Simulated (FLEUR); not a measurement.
Computed results, one entry a study.

**Magnetic state of Eu from several starts**

Symmetry: Im-3m, No. 229, cubic system. Conventional cell: a = 4.606 Å, b = 4.606 Å, c = 4.606 Å, α = 90.00°, β = 90.00°, γ = 90.00°. Nearest to Eu lie 8 Eu at 3.99 Å.

- method: PBE with U = 6 eV on Eu f; all-electron FLAPW, Dirac cores, scalar-relativistic bands
- program: FLEUR MaX-R8.1
- settings of one run: kmax 3.6 1/bohr, gmax 10.8 1/bohr, muffin tin radii Eu: 2.8 bohr, lmax Eu: [10, 8], hist occupations, smearing width 0.05 eV, mixer Anderson, mixing 0.05, max iterations 120, stop 0.0001 me/bohr³, collinear spin, 10×10×10 k-mesh, double counting FLL, mesh matched on, seeded occupations whole cubic f orbitals, Hund's first rule, starting moments 7 μB
- cost: 4 runs, 3.4 min in all on 4 MPI ranks of Arm Neoverse V1, shared host (the runs of this entry)
- notes: The database entry behind the starting cell differs from later determinations by our own check (about 0.5 % long). The run is spin-polarised, with a total moment of 7.36 μB a cell. Only 4 starts were tried; other patterns of signs, canted and longer-period orders were not.
- lowest state found: ferromagnetic (initial ferro +)
- largest site spin moment: 7.04 μB
- next finished state: antiferromagnetic, 0.956 meV a seeded atom higher
- spinless run over the lowest (under a U no clean measure of the moments): 10158 meV a seeded atom

The lowest state found is ferromagnetic, reached from the start ferro +, with moments up to 7.04 μB. The two lowest states lie so close that the mesh, the functional or spin–orbit coupling could swap them.

[Hosts, paths, dates, database ids (printed as entryN), source tags and the programs' standing remarks are cut or masked in the printed files.]

[Where a cell is said to come from a database of computed structures, the database is the Materials Project.]
